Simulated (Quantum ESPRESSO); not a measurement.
**Dielectric function and optical constants of C**

Aim: the dielectric function of C, and the optical constants that follow from it.

Method: DFT, PBE, plane waves with norm-conserving potentials (PseudoDojo), scalar-relativistic, independent-particle optical response without local fields and without the non-local commutator, in Quantum ESPRESSO 7.5.

Most raw output is cut from this account.

## 1. The starting structure

It takes space group Fd-3m (No. 227, cubic). The conventional cell has a = 3.567 Å, b = 3.567 Å, c = 3.567 Å, α = 90.00°, β = 90.00°, γ = 90.00°. C has 4 C at 1.54 Å nearest.

## 2. Ground state

The self-consistent density comes first; it also tells whether there is a gap, which decides the occupations and the need for a Drude term.

This step: DFT, PBE, plane waves with norm-conserving potentials (PseudoDojo), scalar-relativistic, ground state (Quantum ESPRESSO 7.5).

Input file scf.in:

```
&control
  calculation = 'scf'
  prefix = 'x'
  outdir = './tmp'
  pseudo_dir = './'
  verbosity = 'high'
/
&system
  ibrav = 0
  nat = 2
  ntyp = 1
  ecutwfc = 70
  occupations = 'smearing'
  smearing = 'fd'
  degauss = 0.003675
  nbnd = 8
/
&electrons
  conv_thr = 1e-09
  electron_maxstep = 100
/
ATOMIC_SPECIES
  C 1.0 C.upf
CELL_PARAMETERS angstrom
  0.000000000000 1.783370000000 1.783370000000
  1.783370000000 0.000000000000 1.783370000000
  1.783370000000 1.783370000000 0.000000000000
ATOMIC_POSITIONS crystal
  C 0.750000000000 0.750000000000 0.750000000000
  C 0.500000000000 0.500000000000 0.500000000000
K_POINTS automatic
  11 11 11 0 0 0
```

Launch:

```bash
mpirun -n 4 pw.x -nk 4 -in scf.in
```

Run time: 1.5 s. Hardware: 4 MPI ranks of Arm Neoverse V2, shared host; peak memory 0.04 GiB.

Read-outs, printed or worked out from the files:

| Item | Value |
| --- | --- |
| total energy | -24.07 Ry |
| gap on the k-mesh | 4.181 eV |
| direct gap on the mesh | 5.623 eV |

There is a gap, 4.18 eV on this mesh (points off the mesh can give less), so no carriers' term is needed.

## 3. Ground state with the final occupations

With the gap or the metal settled, the ground state is repeated with the fitting occupations, and the later steps take its density.

scf.in, as its differences from that of step 2:

```diff
@@ -12,6 +12,3 @@
   ecutwfc = 70
-  occupations = 'smearing'
-  smearing = 'fd'
-  degauss = 0.003675
-  nbnd = 8
+  occupations = 'fixed'
 /
```

Launch:

```bash
mpirun -n 4 pw.x -nk 4 -in scf.in
```

Run time: 1.4 s. Hardware: 4 MPI ranks; peak memory 0.04 GiB.

## 4. Bands on the whole mesh, 17×17×17

The response needs many more empty bands than the density does.

This step: DFT, PBE, plane waves with norm-conserving potentials (PseudoDojo), scalar-relativistic, bands at fixed density (Quantum ESPRESSO 7.5).

Input file nscf.in:

```
&control
  calculation = 'nscf'
  prefix = 'x'
  outdir = './tmp'
  pseudo_dir = './'
/
&system
  ibrav = 0
  nat = 2
  ntyp = 1
  ecutwfc = 70
  occupations = 'fixed'
  nbnd = 12
  nosym = .true.
  noinv = .true.
/
&electrons
  conv_thr = 1e-09
  electron_maxstep = 100
  diago_full_acc = .true.
/
ATOMIC_SPECIES
  C 1.0 C.upf
CELL_PARAMETERS angstrom
  0.000000000000 1.783370000000 1.783370000000
  1.783370000000 0.000000000000 1.783370000000
  1.783370000000 1.783370000000 0.000000000000
ATOMIC_POSITIONS crystal
  C 0.750000000000 0.750000000000 0.750000000000
  C 0.500000000000 0.500000000000 0.500000000000
K_POINTS automatic
  17 17 17 0 0 0
```

Launch:

```bash
mpirun -n 4 pw.x -nk 4 -in nscf.in
```

Wall time 59 s (4 MPI ranks); peak memory 0.05 GiB; 3.9 min of CPU time.

## 5. Dielectric function

With the density converged, the vertical transitions are summed over the zone.

This step: DFT, PBE, plane waves with norm-conserving potentials (PseudoDojo), scalar-relativistic, independent-particle optical response without local fields and without the non-local commutator (Quantum ESPRESSO 7.5).

Input file epsilon.in:

```
&inputpp
  prefix = 'x'
  outdir = './tmp'
  calculation = 'eps'
/
&energy_grid
  smeartype = 'gauss'
  intersmear = 0.4
  wmin = 0.0
  wmax = 22
  nw = 500
/
```

Launch:

```bash
mpirun -n 4 epsilon.x -nk 4 -in epsilon.in
```

Elapsed: 1.6 s, on 4 MPI ranks; peak memory 0.04 GiB; 6 s of CPU time.

Read-outs, printed or worked out from the files:

- electronic dielectric constant ε∞, mean over x, y and z (by symmetry where fewer were run): 6.508
- main peak of Im epsilon, first axis: 11.13 eV

The Im ε, any direction has structure finer than the step of the table below, so its rows give means over 0.5 eV, whole bins alone (the curve runs from 0 to 22 eV). Peaks (eV: height): 11.11: 24.3, 11.73: 23.1, 13.62: 10.2.

Values under the direct gap are tails of Lorentzian lines. Table of Im ε, any direction by photon energy; means over each step:

photon energy (eV), Im ε, any direction and a bar:
```
      0.5        0.0 
      1.0        0.0 
      1.5        0.0 
      2.0        0.0 
      2.5        0.1 
      3.0        0.1 
      3.5        0.1 
      4.0        0.1 
      4.5        0.2 
      5.0        0.3 
      5.5        0.7 #
      6.0        1.8 ###
      6.5        2.5 ####
      7.0        3.1 ####
      7.5        3.7 #####
      8.0        4.2 ######
      8.5        5.0 #######
      9.0        5.8 ########
      9.5        7.1 ##########
     10.0        8.6 ############
     10.5       12.5 ##################
     11.0       20.6 ##############################
     11.5       20.6 ##############################
     12.0       17.1 #########################
     12.5        8.5 ############
     13.0        7.4 ###########
     13.5        9.4 ##############
     14.0        7.7 ###########
     14.5        5.9 #########
     15.0        4.6 #######
     15.5        4.5 #######
     16.0        4.4 ######
     16.5        4.1 ######
     17.0        3.1 #####
     17.5        2.4 ####
     18.0        1.9 ###
     18.5        1.8 ###
     19.0        1.9 ###
     19.5        1.5 ##
     20.0        1.2 ##
     20.5        0.9 #
     21.0        0.8 #
     21.5        1.2 ##
```

Table of Re ε, any direction by photon energy:

```csv
photon energy (eV),"Re ε, any direction"
0,6.51
1,6.56
2,6.71
3,7.01
4,7.50
5,8.41
6,9.83
7,9.41
8,9.87
9,11.0
10,12.4
11,12.2
12,-9.16
13,-2.40
14,-5.07
15,-3.68
16,-2.73
17,-3.80
18,-2.78
19,-2.10
20,-1.92
21,-1.06
22,-1.07
```

Table of reflectivity at normal incidence, any direction by photon energy; read off at these points:

photon energy (eV), reflectivity at normal incidence, any direction (%) and a bar from the least value:
```
     0.00       19.1 
     0.50       19.1 
     1.00       19.2 
     1.50       19.4 
     2.00       19.6 
     2.50       20.0 #
     3.00       20.4 #
     3.50       20.9 #
     4.00       21.6 ##
     4.50       22.5 ##
     5.00       23.8 ###
     5.50       25.6 ####
     6.00       27.3 ######
     6.50       28.0 ######
     7.00       27.2 #####
     7.50       28.5 ######
     8.00       29.1 #######
     8.50       30.7 ########
     9.00       32.5 #########
     9.50       33.9 ##########
    10.00       36.5 ############
    10.50       41.0 ###############
    11.00       50.1 #####################
    11.50       50.7 #####################
    12.00       63.7 ##############################
    12.08       63.9 ##############################
    12.50       58.6 ##########################
    13.00       45.5 ##################
    13.50       46.6 ##################
    14.00       56.2 #########################
    14.50       56.7 #########################
    14.64       57.7 ##########################
    15.00       53.3 #######################
    15.50       50.3 #####################
    16.00       47.2 ###################
    16.50       55.0 ########################
    17.00       59.7 ###########################
    17.50       59.2 ###########################
    17.86       61.4 ############################
    18.00       60.4 ############################
    18.50       54.9 ########################
    19.00       51.7 ######################
    19.50       59.9 ###########################
    20.00       58.8 ###########################
    20.50       62.8 #############################
    21.00       51.3 ######################
    21.50       36.3 ############
    22.00       40.3 ##############
```

The loss function −Im 1/ε at q → 0, any direction has structure finer than the step of the table below, so its rows give means over 1 eV, whole bins alone (the curve runs from 0 to 22 eV). Peaks (eV: height): 21.3: 0.598.

Values under the direct gap are tails of Lorentzian lines. The loss function −Im 1/ε at q → 0, any direction by energy loss; means over each step:

| energy loss (eV) | loss function −Im 1/ε at q → 0, any direction |
| --- | --- |
| 1 | 4.7e-4 |
| 2 | 9.7e-4 |
| 3 | 0.00154 |
| 4 | 0.00232 |
| 5 | 0.00421 |
| 6 | 0.0167 |
| 7 | 0.0301 |
| 8 | 0.0358 |
| 9 | 0.0390 |
| 10 | 0.0385 |
| 11 | 0.0406 |
| 12 | 0.0525 |
| 13 | 0.111 |
| 14 | 0.0947 |
| 15 | 0.130 |
| 16 | 0.150 |
| 17 | 0.136 |
| 18 | 0.171 |
| 19 | 0.226 |
| 20 | 0.229 |
| 21 | 0.447 |

The refractive index n and extinction k by photon energy:

| photon energy (eV) | n | k |
| --- | --- | --- |
| 0 | 2.55 | 0 |
| 1 | 2.56 | 0.00394 |
| 2 | 2.59 | 0.00841 |
| 3 | 2.65 | 0.0143 |
| 4 | 2.74 | 0.0236 |
| 5 | 2.90 | 0.0472 |
| 6 | 3.15 | 0.334 |
| 7 | 3.10 | 0.470 |
| 8 | 3.20 | 0.632 |
| 9 | 3.42 | 0.861 |
| 10 | 3.69 | 1.12 |
| 11 | 4.31 | 2.52 |
| 12 | 2.23 | 3.76 |
| 13 | 1.62 | 2.24 |
| 14 | 1.41 | 2.66 |
| 15 | 1.05 | 2.19 |
| 16 | 1.11 | 1.99 |
| 17 | 0.745 | 2.09 |
| 18 | 0.538 | 1.75 |
| 19 | 0.614 | 1.57 |
| 20 | 0.427 | 1.45 |
| 21 | 0.378 | 1.10 |
| 22 | 0.587 | 1.19 |

From ε follow the optical constants at some laser and lamp lines:

```csv
wavelength (nm),n,k,R (%),1/α
1550,2.56,0.003,19.2,39 µm
800,2.57,0.006,19.4,10 µm
633,2.59,0.008,19.6,6.1 µm
532,2.61,0.010,19.8,4.2 µm
450,2.63,0.013,20.2,2.8 µm
365,2.68,0.017,20.8,1.7 µm
308,2.74,0.024,21.7,1.0 µm
```

Below the direct gap, k and the depth come from the tails of the Lorentzian lines, not from transitions.

Rows near the edge hang on the gap, which this functional as a rule makes too small, and phonon-assisted absorption is left out.

## 6. Summary of results

| Item | Value |
| --- | --- |
| electronic dielectric constant ε∞, mean over x, y and z (by symmetry where fewer were run) (independent particles) | 6.51 |
| main peak of Im epsilon, first axis | 11.1 eV |

In words: At this level (PBE, independent particles) C has ε∞ = 6.51 and n = 2.56 at 1550 nm, and Im ε peaks at 11.1 eV. Distinct maxima of Im ε, read by a parabola through the highest points, lie at 11.13 eV (24), 11.74 eV (23) and 13.61 eV (10). Excitons and phonon-assisted transitions are missing, and so are local fields; PBE gaps are as a rule too small, which pulls the onset down and ε∞ up. epsilon.x leaves out the commutator of the non-local potential, so its intensities are off, as a rule too high. The sum runs over mesh points, so small or evenly spaced maxima can still be ripples of the mesh.

[Machine, clock, banner and «Message from routine» lines are left out of the logs.]

[Logs are printed without paths, hosts, clocks, repeated set-up lines and the standing remarks that a program may print on its own settings, such as how far it seeks lower states.]

[Hosts, paths, dates, database ids (printed as entryN), source tags and the programs' standing remarks are cut or masked in the printed files.]
